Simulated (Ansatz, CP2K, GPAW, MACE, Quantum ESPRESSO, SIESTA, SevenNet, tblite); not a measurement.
# Amorphous polyisobutylene (as short chains C10H22) at 400 K (64 atoms) in GPAW, part 2 of 2

How do the settings of GPAW change the result for amorphous polyisobutylene (as short chains C10H22) at 400 K (64 atoms)? A plane-wave run serves as the yardstick.

Program: GPAW 26.7.0; the method stands at each step. Banners, paths, timers and routine set-up lines are dropped from the logs unmarked, and long logs keep their key lines alone; longer cuts are marked.

So far. Step 3 (PBE, LCAO dzp, h 0.2 Å, other mixer settings): Against the first run (20 %), the force difference from the reference is 20 %, at 1.1 times the CPU time: another solver or mixer reaches the same state. Step 4 (PBE, LCAO szp(dzp), h 0.2 Å): Against the first run (20 %), the force difference from the reference is 79 %, at 0.75 times the CPU time, with 356 basis functions against 480: the smaller basis costs accuracy.

### 5. PBE, grid h 0.18 Å

Method: Kohn-Sham DFT, PBE, PAW, finite differences on a real-space grid.

run.py

```python
import numpy as np
from ase.io import read
from gpaw import GPAW, FermiDirac

atoms = read("structure.xyz")
atoms.calc = GPAW(
    mode="fd",
    h=0.18,
    xc="PBE",
    kpts={"size": (1, 1, 1), "gamma": True},
    occupations=FermiDirac(0.05),
    maxiter=200,
    symmetry={"point_group": False},
    nbands=81,
    txt="gpaw.txt",
)
energy = atoms.get_potential_energy(force_consistent=True)
forces = atoms.get_forces()
print(f"energy {energy:.6f} eV")
print("forces (eV/A)")
for i, (a, f) in enumerate(zip(atoms, forces)):
    print(f"{i:4d} {a.symbol:2s} {f[0]:10.5f} {f[1]:10.5f} {f[2]:10.5f}")
print(f"Fermi level {atoms.calc.get_fermi_level():.4f} eV")
for k in range(len(atoms.calc.get_ibz_k_points())):
    for s in range(atoms.calc.get_number_of_spins()):
        e = atoms.calc.get_eigenvalues(kpt=k, spin=s)
        n = np.searchsorted(e, atoms.calc.get_fermi_level())
        print(f"k {k} spin {s} levels about the Fermi level:", np.round(e[max(n - 6, 0):n], 4).tolist(), "|", np.round(e[n:n + 6], 4).tolist())
```

structure.xyz

```xyz
64
Lattice="8.31826 0.00000 0.00000 0.00000 8.31826 0.00000 0.00000 0.00000 8.31826" Properties=species:S:1:pos:R:3 pbc="T T T"
[... 64 atom lines left out: the same atoms as in the first run ...]
```

The run is started by

```console
> OMP_NUM_THREADS=1 python run.py > output.txt
```

What it wrote:

```text
energy -339.414079 eV
forces (eV/A)
   0 C    -1.34683    1.23255   -2.54452
   1 C     4.33166    0.23462   -0.64094
   2 C    -2.47593   -1.11298    2.75521
   3 C    -1.77704    3.58762   -2.32396
   4 C     0.69637   -3.98227   -1.90115
   5 C     0.44070    0.38541    0.69768
   6 C    -1.30543    0.33865    0.79081
   7 C    -2.07895    0.72707   -2.42522
   8 C     2.34911    1.84474   -1.06421
   9 C    -3.30747   -2.77587   -3.47960
  10 H     0.59003   -0.40366    0.81171
  11 H     0.20845    0.81836    0.55499
[...]
59 H    -2.43219    1.22975   -0.39581
  60 H    -0.30005   -0.03301   -0.72559
  61 H    -0.24167   -0.13693    0.40513
  62 H    -0.92438    0.83349   -0.06150
  63 H     0.96499    1.75381    1.00139
Fermi level 1.3341 eV
k 0 spin 0 levels about the Fermi level: [-3.0063, -2.9578, -2.741, -2.6619, -2.2971, -2.2189] | [3.1757, 3.8935, 4.4848, 4.766, 4.8451, 4.9582]
```

gpaw.txt:

```text
Input parameters:
  mode=FD(),
  h=0.18,
  kpts=MonkhorstPack(size=(1, 1, 1), gamma=True),
  maxiter=200,
  nbands=81,
  occupations=Occupations(name='fermi-dirac', width=0.05, fixmagmom=False),
  symmetry=Symmetry(point_group=False),
  xc=XC(name='PBE')
Diagonalizing LCAO Hamiltonian
[... lines left out ...]
  Converge bands: occupied
[... lines left out ...]
  Fermi-Dirac:
[... lines left out ...]
convergence criteria:
- Maximum [total energy] change in last 3 cyles: 0.0005 eV / valence electron
[... lines left out ...]
Converged in 17 steps
[... lines left out ...]
  Free energy:    -339.414079
[... lines left out ...]
Fermi level: 1.334
[... lines left out ...]
|          0 |       -16.954 |     2.000 |
|        ... |               |           |
|         54 |        -3.276 |     2.000 |
|         55 |        -3.137 |     2.000 |
[...]
|         69 |         5.357 |     0.000 |
|        ... |               |           |
|         80 |         7.069 |     0.000 |
Gap: 5.395 eV
Transition (v -> c):
  (s=0, k=0, n=61, [0.00, 0.00, 0.00]) -> (s=0, k=0, n=62, [0.00, 0.00, 0.00])
No difference between direct/indirect transitions
Force computation time: 0.700  # s
timing:  # [seconds]
  Total:  68.244  # ━━━━━━━━━━━━━━━━━━━━━━━━━━━━━━━━━━━━━━━━━━━━━━━━━━━━━━━━━
  Init:    5.949  # ━━━━━
  SCF:    61.558  # ━━━━━━━━━━━━━━━━━━━━━━━━━━━━━━━━━━━━━━━━━━━━━━━━━━━╸
  Forces:  0.700  # ╸
```

Run time: 70 s. Hardware: 1 thread of Arm Neoverse V1, shared host; peak memory 0.75 GiB.

Against the reference:

```yaml
r_m_s_force_component: 1.456 eV/Å
r_m_s_difference_of_force_components: 7.52 meV/Å
longest_difference_of_force_vectors: 32.34 meV/Å
force_difference_over_r_m_s_force: 0.5168 %
slope_of_forces_against_the_reference_s: 1.001
correlation_of_force_components: 1
spacing_of_highest_filled_and_lowest_empty_level: 5.395 eV
gap_difference: 0.0126 eV
```

Against the first run (20 %), the force difference from the reference is 0.52 %, at 1.9 times the CPU time (17 SCF steps against 9).

### 6. PBE, LCAO sz(dzp), h 0.2 Å

Method: Kohn-Sham DFT, PBE, PAW, atomic orbitals (sz(dzp)).

run.py: that of step 5 with these lines changed.

```diff
@@ -6,4 +6,5 @@
 atoms.calc = GPAW(
-    mode="fd",
-    h=0.18,
+    mode="lcao",
+    basis="sz(dzp)",
+    h=0.2,
     xc="PBE",
@@ -13,3 +14,2 @@
     symmetry={"point_group": False},
-    nbands=81,
     txt="gpaw.txt",
```

structure.xyz is that of step 5.

What it wrote:

```text
energy -284.044597 eV
forces (eV/A)
   0 C    -2.15526    2.22201   -0.27944
   1 C     3.11554   -0.67794   -0.93905
   2 C    -3.48810   -0.03285    3.29072
   3 C    -2.82263    3.57749   -5.31143
   4 C     0.50158   -2.53155   -2.33655
   5 C     2.64760    1.63960    1.93099
[...]
61 H     1.76614    0.41039   -1.40200
  62 H    -3.26184    3.33141   -0.57622
  63 H     0.13641    0.07440    0.53364
Fermi level 0.2787 eV
k 0 spin 0 levels about the Fermi level: [-4.5808, -4.4437, -4.3396, -4.3276, -3.9207, -3.8302] | [5.5724, 6.1428, 6.4571, 6.6594, 6.8969, 7.0323]
```

gpaw.txt:

```text
Input parameters:
  mode=LCAO(),
  basis={'default': 'sz(dzp)'},
  h=0.2,
  kpts=MonkhorstPack(size=(1, 1, 1), gamma=True),
  maxiter=200,
  occupations=Occupations(name='fermi-dirac', width=0.05, fixmagmom=False),
[... lines left out ...]
  Fermi-Dirac:
[... lines left out ...]
convergence criteria:
- Maximum [total energy] change in last 3 cyles: 0.0005 eV / valence electron
[... lines left out ...]
Converged in 7 steps
[... lines left out ...]
  Free energy:    -284.044597
[... lines left out ...]
Fermi level: 0.279
[... lines left out ...]
|        ... |               |           |
|         78 |         8.958 |     0.000 |
Gap: 9.403 eV
Transition (v -> c):
  (s=0, k=0, n=61, [0.00, 0.00, 0.00]) -> (s=0, k=0, n=62, [0.00, 0.00, 0.00])
No difference between direct/indirect transitions
Force computation time: 1.465  # s
timing:  # [seconds]
  Total:  11.736  # ━━━━━━━━━━━━━━━━━━━━━━━━━━━━━━━━━━━━━━━━━━━━━━━━━━━━━━━━━
  Init:    3.265  # ━━━━━━━━━━━━━━━━
  SCF:     6.972  # ━━━━━━━━━━━━━━━━━━━━━━━━━━━━━━━━━━
  Forces:  1.465  # ━━━━━━━
```

Wall time 13 s (1 thread); peak memory 0.34 GiB.

Compared with the plane-wave run:

```yaml
r_m_s_force_component: 2.53 eV/Å
r_m_s_difference_of_force_components: 1657 meV/Å
longest_difference_of_force_vectors: 4480 meV/Å
force_difference_over_r_m_s_force: 113.9 %
slope_of_forces_against_the_reference_s: 1.364
correlation_of_force_components: 0.7842
spacing_of_highest_filled_and_lowest_empty_level: 9.403 eV
gap_difference: 4.021 eV
```

This is a coarse setting, run to see what it loses.

Against the first run (20 %), the force difference from the reference is 114 %, at 0.37 times the CPU time, with 124 basis functions against 480: the smaller basis costs accuracy.

### 7. All runs compared

Differences are against the plane-wave reference, forces as r.m.s. over components; share is that over the reference's r.m.s. force, slope the least-squares factor from reference forces to these. Total energies of different programs have different zeros and aren't compared.

| run | Δ force, r.m.s. (meV/Å) | share (%) | slope | Δ gap (eV) | cores | CPU time | memory (GiB) |
| --- | --- | --- | --- | --- | --- | --- | --- |
| reference | - | - | - | - | 1 | 45 s | 0.63 |
| GPAW PBE, LCAO dzp, h 0.2 Å | 288 | 19.8 | 1.081 | 0.550 | 1 | 36 s | 0.43 |
| GPAW PBE, LCAO dzp, h 0.2 Å, other mixer settings | 288 | 19.8 | 1.081 | 0.550 | 1 | 41 s | 0.39 |
| GPAW PBE, LCAO szp(dzp), h 0.2 Å (coarse) | 1143 | 78.5 | 1.180 | 3.36 | 1 | 27 s | 0.42 |
| GPAW PBE, grid h 0.18 Å | 7.52 | 0.517 | 1.001 | 0.0126 | 1 | 70 s | 0.75 |
| GPAW PBE, LCAO sz(dzp), h 0.2 Å (coarse) | 1657 | 114 | 1.364 | 4.02 | 1 | 13 s | 0.34 |

Rows marked coarse were listed beforehand as settings not expected to be converged; some can still land near the reference.

CPU time is summed over cores on a shared host, where runs went side by side, so it is rough. Symmetry, cutoffs, thresholds, outputs and thread counts weren't matched or tuned between programs; memory under MPI is the largest rank's times the ranks.

Within one program, basis, potentials and functional, energies share a zero. Each run against its twin at the usual cutoff or grid and solver:

| run | twin | Δ energy (meV/atom) | Δ force, r.m.s. (meV/Å) | CPU time over the twin's |
| --- | --- | --- | --- | --- |
| GPAW PBE, LCAO dzp, h 0.2 Å, other mixer settings | LCAO dzp, h 0.2 Å | 0 | 0.953 | 1.1 |

### 8. Summary of results

* nearest in forces: GPAW PBE, grid h 0.18 Å, 0.52 %
* its CPU time: 70 s

PBE on plane waves or a grid with other potentials, cutoffs or grids, coarse settings apart, differs from the reference by 0.52 % (GPAW PBE, grid h 0.18 Å) of the r.m.s. force; this holds the reference's own error, so differences of a few per cent don't tell which side is nearer the exact PBE result. The PBE runs in local orbitals, coarse settings apart, differ by 20 % in each run; basis, grid and potentials can all enter. Runs with settings chosen to be coarse differ by 79 % (GPAW PBE, LCAO szp(dzp), h 0.2 Å) to 114 % (GPAW PBE, LCAO sz(dzp), h 0.2 Å), their programs' other errors included. One electronic-structure run takes under half the reference's CPU time: GPAW PBE, LCAO sz(dzp), h 0.2 Å, at 114 % in 13 s against 45 s, too far off to be of use. At the same functional, gaps differ from the reference's 5.38 eV by between +0.01 and +4.02 eV. A likely cause of the wide gaps: compact atomic orbitals describe empty levels worse than filled ones. The network of contacts between molecules at the start is that of the classical potential that made the cell, and needn't be the one that DFT or experiment would give. The reference's PBE has no dispersion term, which matters for the binding between molecules or layers. The electronic-structure runs sample only Γ, in a cell whose shortest periodic width is 8 Å.

[Also dropped from logs without a mark: logging warnings of Python, and SIESTA's first energy breakdown and zero terms.]

[Logs are printed without paths, hosts, clocks, repeated set-up lines and the standing remarks that a program may print on its own settings, such as how far it seeks lower states.]

[Hosts, paths, dates, database ids (printed as entryN), source tags and the programs' standing remarks are cut or masked in the printed files.]
